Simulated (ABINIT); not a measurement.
# Ga2O3 (R-3c): changed settings of a GW run in ABINIT

A base run on Ga2O3 (R-3c), then changed inputs.

Program: ABINIT 10.8.3. Level of theory: PBE and many-body steps on it, plane waves. Results are calculated unless marked as measured.

This is a report of a sequence of runs, with most program output left out.

**1. Starting point**

It takes space group R-3c (No. 167, trigonal). The conventional cell has a = 4.997 Å, b = 4.997 Å, c = 13.451 Å, α = 90.00°, β = 90.00°, γ = 120.00°. Ga has 6 O at 1.93 to 2.08 Å nearest. Nearest to O lie 4 Ga at 1.93 to 2.08 Å. Farther neighbours and most contacts between anions are not listed.

Coordinates:

```cif
data_structure
_symmetry_space_group_name_H-M 'R-3c:H'
_symmetry_Int_Tables_number 167
_cell_length_a 4.9974
_cell_length_b 4.9974
_cell_length_c 13.4506
_cell_angle_alpha 90.000
_cell_angle_beta 90.000
_cell_angle_gamma 120.000
_cell_volume 290.91
loop_
_atom_site_label
_atom_site_type_symbol
_atom_site_symmetry_multiplicity
_atom_site_Wyckoff_symbol
_atom_site_fract_x
_atom_site_fract_y
_atom_site_fract_z
_atom_site_occupancy
Ga1 Ga 12 c 0.00000 0.00000 0.35559 1
O1 O 18 e 0.00000 0.69683 0.25000 1
```

The cell and positions are those that the Materials Project relaxed with its own functionals (PBE, PBE+U or r2SCAN), kept fixed. This is not the form that Ga2O3 usually takes at ambient conditions.

**2. Screening, 4×4×4 mesh, 136 bands, screening to 108.8 eV**

This step: ABINIT 10.8.3; RPA screening on PBE, plane waves, norm-conserving pseudopotentials.

The RPA dielectric matrix is built and inverted for each q.

Contents of run.abi:

```
acell 3*1.0 Angstrom
rprim 
  2.498699193881 1.442624652211 4.483549768500
  -2.498699193881 1.442624652211 4.483549768500
  0.000000000000 -2.885249304422 4.483549768500
ntypat 2
znucl 31 8
natom 10
typat 1 1 1 1 2 2 2 2 2 2
xred 
  0.855585580000 0.855585580000 0.855585580000
  0.644414420000 0.644414420000 0.644414420000
  0.144414420000 0.144414420000 0.144414420000
  0.355585580000 0.355585580000 0.355585580000
  0.750000000000 0.446832820000 0.053167180000
  0.446832820000 0.053167180000 0.750000000000
  0.053167180000 0.750000000000 0.446832820000
  0.250000000000 0.553167180000 0.946832820000
  0.946832820000 0.250000000000 0.553167180000
  0.553167180000 0.946832820000 0.250000000000
pp_dirpath "pseudos"
pseudos "Ga.upf, O.upf"
ecut 36
ngkpt 4 4 4
nshiftk 1
shiftk 0 0 0
kptopt 1
chksymbreak 0
istwfk *1
occopt 1
irdwfk 1
optdriver 3
nband 136
ecuteps 4
inclvkb 2
awtr 1
symchi 1
indata_prefix "in"
outdata_prefix "out"
tmpdata_prefix "tmp"
```

The run is started by

```bash
> OMP_NUM_THREADS=1 mpirun -n 16 abinit run.abi > log
```

The job ended after 9.9 min (16 MPI ranks of Arm Neoverse N1, shared host; peak memory 13 GiB).

This step gave:

```yaml
eps_infinity_with_local_fields_on_this_mesh_along_the_program_s_q_direction: 4.210
the_same_without_local_fields: 4.392
plasma_frequency: 35.37 eV
plane_waves_in_the_screening_matrix: 265
```

Local fields lower ε∞ by 4 %.

**3. Base**

The self-energy is evaluated for the states that the input lists, and the levels follow from it, in one-shot runs by the linearised quasiparticle equation.

This step: G0W0 on PBE, plane waves, norm-conserving pseudopotentials.

run.abi: that of step 2 with these lines changed.

```diff
@@ -31,8 +31,17 @@
 irdwfk 1
-optdriver 3
+optdriver 4
 nband 136
+gwcalctyp 0
+ecutsigx 36
+symsigma 1
+nkptgw 2
+kptgw 
+  0.2500000000 0.0000000000 0.0000000000
+  0.0000000000 0.0000000000 0.0000000000
+bdgw 
+  43 46
+  43 46
 ecuteps 4
-inclvkb 2
-awtr 1
-symchi 1
+irdscr 1
+ppmodel 1
 indata_prefix "in"
```

It took 26 s on 16 MPI ranks; peak memory 5.8 GiB; 6.8 min of CPU time.

This step gave:

```
G0W0 gap on the points computed              : 3.738 eV
starting gap on the mesh                     : 2.860 eV
k of the valence top                         : 0.25, 0, 0
k of the conduction bottom                   : 0, 0, 0
Z at the valence top                         : 0.801
Z at the conduction bottom                   : 0.843
least direct G0W0 gap on the computed points : 4.027 eV
```

The gap on the mesh goes from 2.86 eV to 3.74 eV, a correction of +0.88 eV.

**4. No symmetry in the self-energy**

run.abi: that of step 3 with these lines changed.

```diff
@@ -35,3 +35,3 @@
 ecutsigx 36
-symsigma 1
+symsigma 0
 nkptgw 2
```

The job ended after 54 s (16 MPI ranks; peak memory 6 GiB).

Numbers from this step:

```yaml
g0w0_gap_on_the_points_computed: 3.738 eV
starting_gap_on_the_mesh: 2.860 eV
k_of_the_valence_top: 0.25, 0, 0
k_of_the_conduction_bottom: 0, 0, 0
z_at_the_valence_top: 0.801
z_at_the_conduction_bottom: 0.843
least_direct_g0w0_gap_on_the_computed_points: 4.027 eV
```

Against G0W0 in ABINIT (4×4×4 mesh, 136 bands, screening to 108.8 eV, Godby-Needs plasmon pole), the gap moves by +0.000 eV.

**5. Scissors in G**

run.abi: that of step 4 with these lines changed.

```diff
@@ -35,3 +35,3 @@
 ecutsigx 36
-symsigma 0
+symsigma 1
 nkptgw 2
@@ -46,2 +46,3 @@
 ppmodel 1
+mbpt_sciss 0.5 eV
 indata_prefix "in"
```

Run time: 25 s. Hardware: 16 MPI ranks; peak memory 6 GiB.

This step gave:

```yaml
g0w0_gap_on_the_points_computed: 3.784 eV
starting_gap_on_the_mesh: 2.860 eV
k_of_the_valence_top: 0.25, 0, 0
k_of_the_conduction_bottom: 0, 0, 0
z_at_the_valence_top: 0.801
z_at_the_conduction_bottom: 0.844
least_direct_g0w0_gap_on_the_computed_points: 4.073 eV
```

**6. Fewer bands in the self-energy**

run.abi: that of step 5 with these lines changed.

```diff
@@ -32,3 +32,3 @@
 optdriver 4
-nband 136
+nband 50
 gwcalctyp 0
@@ -46,3 +46,2 @@
 ppmodel 1
-mbpt_sciss 0.5 eV
 indata_prefix "in"
```

Elapsed: 17 s, on 16 MPI ranks; peak memory 5.8 GiB.

Numbers from this step:

| Quantity | Value |
| --- | --- |
| G0W0 gap on the points computed | 4.135 eV |
| starting gap on the mesh | 2.860 eV |
| k of the valence top | 0.25, 0, 0 |
| k of the conduction bottom | 0, 0, 0 |
| Z at the valence top | 0.817 |
| Z at the conduction bottom | 0.868 |
| least direct G0W0 gap on the computed points | 4.427 eV |

**7. Exchange cutoff**

run.abi: that of step 6 with these lines changed.

```diff
@@ -32,5 +32,5 @@
 optdriver 4
-nband 50
+nband 136
 gwcalctyp 0
-ecutsigx 36
+ecutsigx 10.8
 symsigma 1
```

It took 21 s on 16 MPI ranks; peak memory 4.5 GiB.

Numbers from this step:

| Quantity | Value |
| --- | --- |
| G0W0 gap on the points computed | 3.437 eV |
| starting gap on the mesh | 2.860 eV |
| k of the valence top | 0.25, 0, 0 |
| k of the conduction bottom | 0, 0, 0 |
| Z at the valence top | 0.801 |
| Z at the conduction bottom | 0.843 |
| least direct G0W0 gap on the computed points | 3.756 eV |

**8. Contour deformation on a plasmon-pole file**

run.abi: that of step 7 with these lines changed.

```diff
@@ -33,4 +33,4 @@
 nband 136
-gwcalctyp 0
-ecutsigx 10.8
+gwcalctyp 2
+ecutsigx 36
 symsigma 1
@@ -45,3 +45,2 @@
 irdscr 1
-ppmodel 1
 indata_prefix "in"
```

It took 11 s on 16 MPI ranks; peak memory 5.1 GiB; 2.6 min of CPU time.

The run stopped with an error after 11 s.

The fault put into this input: contour deformation on a plasmon-pole file.

**9. The runs together**

Times are wall times on 16 MPI ranks of Arm Neoverse N1, shared host, good to a factor of about two. A run's time includes the screening step that it read.

```tsv
run	mesh	bands	screening cutoff (eV)	DFT gap (eV)	gap on the mesh (eV)	direct (eV)	ε∞ used	time
base	4×4×4	136	108.8	2.860	3.738	4.027	4.21	10 min
no symmetry in the self-energy	4×4×4	136	108.8	2.860	3.738	4.027	4.21	11 min
scissors in G	4×4×4	136	108.8	2.860	3.784	4.073	4.21	10 min
fewer bands in the self-energy	4×4×4	50	108.8	2.860	4.135	4.427	4.21	10 min
exchange cutoff	4×4×4	136	108.8	2.860	3.437	3.756	4.21	10 min
```

**10. Results**

* base: 3.738 eV
* no symmetry in the self-energy: 3.738 eV
* scissors in G: 3.784 eV
* fewer bands in the self-energy: 4.135 eV
* exchange cutoff: 3.437 eV
* known limits: not at the basis limit; exchange with frozen shells missing; no spin-orbit coupling

What this shows: No symmetry in the self-energy: no change against base (keys changed: symsigma). Scissors in G: +0.046 eV against base (keys changed: mbpt_sciss). Fewer bands in the self-energy: +0.397 eV against base (keys changed: nband). Exchange cutoff: −0.301 eV against base (keys changed: ecutsigx). Bands and cutoff are finite, so the gap is not at the basis limit. The miss can reach some tenths of an eV and take either sign; the mesh is an error of its own. In the first G0W0 run levels were corrected at 2 k points alone, so a gap called «on the mesh» is the least over those, and an edge elsewhere would be missed. The norm-conserving file of at least one element keeps a d shell over frozen s and p shells of the same row. Exchange with those shells is missing from the self-energy, an error of 0.3 to 0.9 eV in cases checked, whose sign depends on which edge lies on those atoms. The many-body steps are scalar-relativistic: spin-orbit coupling is not in them.

[Paths, hosts, dates, memory and timing lines, banners, echoed tables and standing remarks are left out of the program output.]

[Logs are printed without paths, hosts, clocks, repeated set-up lines and the standing remarks that a program may print on its own settings, such as how far it seeks lower states.]

[Runs of the session that timed out or met a known fault of the program may be left out.]

[No measured gap is set beside runs whose start may be inverted or whose files or cutoffs have a known fault.]

[Hosts, paths, dates, database ids (printed as entryN), source tags and the programs' standing remarks are cut or masked in the printed files.]

[G0W0 gaps are taken among the corrected bands and points alone; a level outside them can change the order at an edge.]

[Where Ansatz stands beside ABINIT at settings called matched, ABINIT's density can come from a denser mesh and the files from another edition; pairs whose starting gaps differed by over 0.03 eV were left out, so agreement reads better than it is.]
